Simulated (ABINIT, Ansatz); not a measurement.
Planning a run of ABINIT 10.8.3 on LiBiB2O6 (R-3). The input:

```
acell 3*1.0 Angstrom
rprim 
  2.439250647883 1.408302018200 5.224968345293
  -2.439250647883 1.408302018200 5.224968345293
  0.000000000000 -2.816604036329 5.224968345313
ntypat 4
znucl 3 5 83 8
natom 10
typat 1 2 2 3 4 4 4 4 4 4
xred 
  0.500000000000 0.500000000000 0.500000000000
  0.254532000000 0.254532000000 0.254532000000
  0.745468000000 0.745468000000 0.745468000000
  0.000000000000 0.000000000000 0.000000000000
  0.031291000000 0.463879000000 0.746058000000
  0.536121000000 0.253942000000 0.968709000000
  0.253942000000 0.968709000000 0.536121000000
  0.746058000000 0.031291000000 0.463879000000
  0.463879000000 0.746058000000 0.031291000000
  0.968709000000 0.536121000000 0.253942000000
pp_dirpath "pseudos"
pseudos "Li.upf, B.upf, Bi.upf, O.upf"
ecut 36
ngkpt 2 2 2
nshiftk 1
shiftk 0 0 0
kptopt 1
chksymbreak 0
istwfk *1
occopt 1
irdwfk 1
optdriver 3
nband 82
ecuteps 3.6
inclvkb 2
awtr 1
symchi 1
indata_prefix "in"
outdata_prefix "out"
tmpdata_prefix "tmp"
```

```sh
OMP_NUM_THREADS=1 mpirun -n 4 abinit run.abi > log
```

Question: Estimate wall time and host memory on 4 MPI ranks of Arm Neoverse N1, shared host.

It took 46 s; on shared hardware allow 23 s to 92 s. Peak host memory was 1.4 GiB.

[Paths, hosts, dates, memory and timing lines, banners, echoed tables and standing remarks are left out of the program output.]

[Logs are printed without paths, hosts, clocks, repeated set-up lines and the standing remarks that a program may print on its own settings, such as how far it seeks lower states.]

[Runs of the session that timed out or met a known fault of the program may be left out.]

[Hosts, paths, dates, database ids (printed as entryN), source tags and the programs' standing remarks are cut or masked in the printed files.]

[G0W0 gaps are taken among the corrected bands and points alone; a level outside them can change the order at an edge.]

[Where Ansatz stands beside ABINIT at settings called matched, ABINIT's density can come from a denser mesh and the files from another edition; pairs whose starting gaps differed by over 0.03 eV were left out, so agreement reads better than it is.]
